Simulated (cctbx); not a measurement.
# Symmetry from intensities

Cell: a = 9.7520 Å, b = 9.7520 Å, c = 5.7800 Å, α = 90.00°, β = 90.00°, γ = 120.00°. Expected content of the cell: La6 Mo2 Se6 V2 O12.

Simulated single-crystal data (cctbx): Cu Kα, λ = 1.54184 Å, to d = 0.8 Å, 80 % of the full sphere, strongest reflection 5000 counts, noise from counting, a 2 % proportional error and a noise floor of 15 counts (s.d.); no absorption.

A first pass over the reflections prints:

```text
3099 reflections to d = 0.801 A
centring   violations  <I/sigma> of those
    A        961 of  1541      8.2
    B        966 of  1557      8.3
    C        865 of  1558      7.6
    I        963 of  1546      8.3
    R       1216 of  2080      7.8
    F       1396 of  2328      8.0
Laue class    unique    Rint  (classes that these axes allow; Friedel mates merged)
P -1             1859   0.055
P 1 1 2/m        1065   0.063
P -3              650   0.068
P -3 1 m          365   0.544
P -3 m 1          387   0.544
P 6/m             362   0.072
P 6/m m m         232   0.548
space group    extra absences  I>4sigma  <I/sigma>
P 6                     0          0         -  acentric
P 63                    4          0      -0.4  acentric
P -6                    0          0         -  acentric
P 6/m                   0          0         -  centric
P 63/m                  4          0      -0.4  centric
Wilson B = 0.43 A^2   <|E^2-1|> = 0.856 (0.968 centric, 0.736 acentric)   E^2>4: 3.8 %
shell (A)         n   <I/sigma>
 8.45 - 1.60     50     27.4
 1.60 - 1.27     45     26.9
 1.27 - 1.11     48     22.8
 1.11 - 1.01     43     20.3
 1.01 - 0.94     43     15.9
 0.94 - 0.88     43     21.0
 0.88 - 0.84     46     20.0
 0.84 - 0.80     44     12.3
```

Q: Read the symmetry from these tables.

Every centring test has many violations, so the lattice is primitive.

Rint stays low (0.055 to 0.072) up to P 6/m and is 0.544 or more in the other classes.

5 settings pass the absence test. The most absences obeyed, 4, belong to P 63 and P 63/m, which absences can't tell apart.

⟨|E²−1|⟩ = 0.856 lies between the two ideal values. The Wilson B of 0.43 Å² means U ≈ 0.0054 Å².

The true group is P6_3/m (no. 176), Laue class 6/m, centrosymmetric. The tables only narrow the choice to the tied entries; cell content, site symmetry and trial solutions must settle it.

The model is made up (kin elements in a known structure type, no relaxation), so it says nothing on whether the phase exists.

[Logs are printed without paths, hosts, clocks, repeated set-up lines and the standing remarks that a program may print on its own settings, such as how far it seeks lower states.]
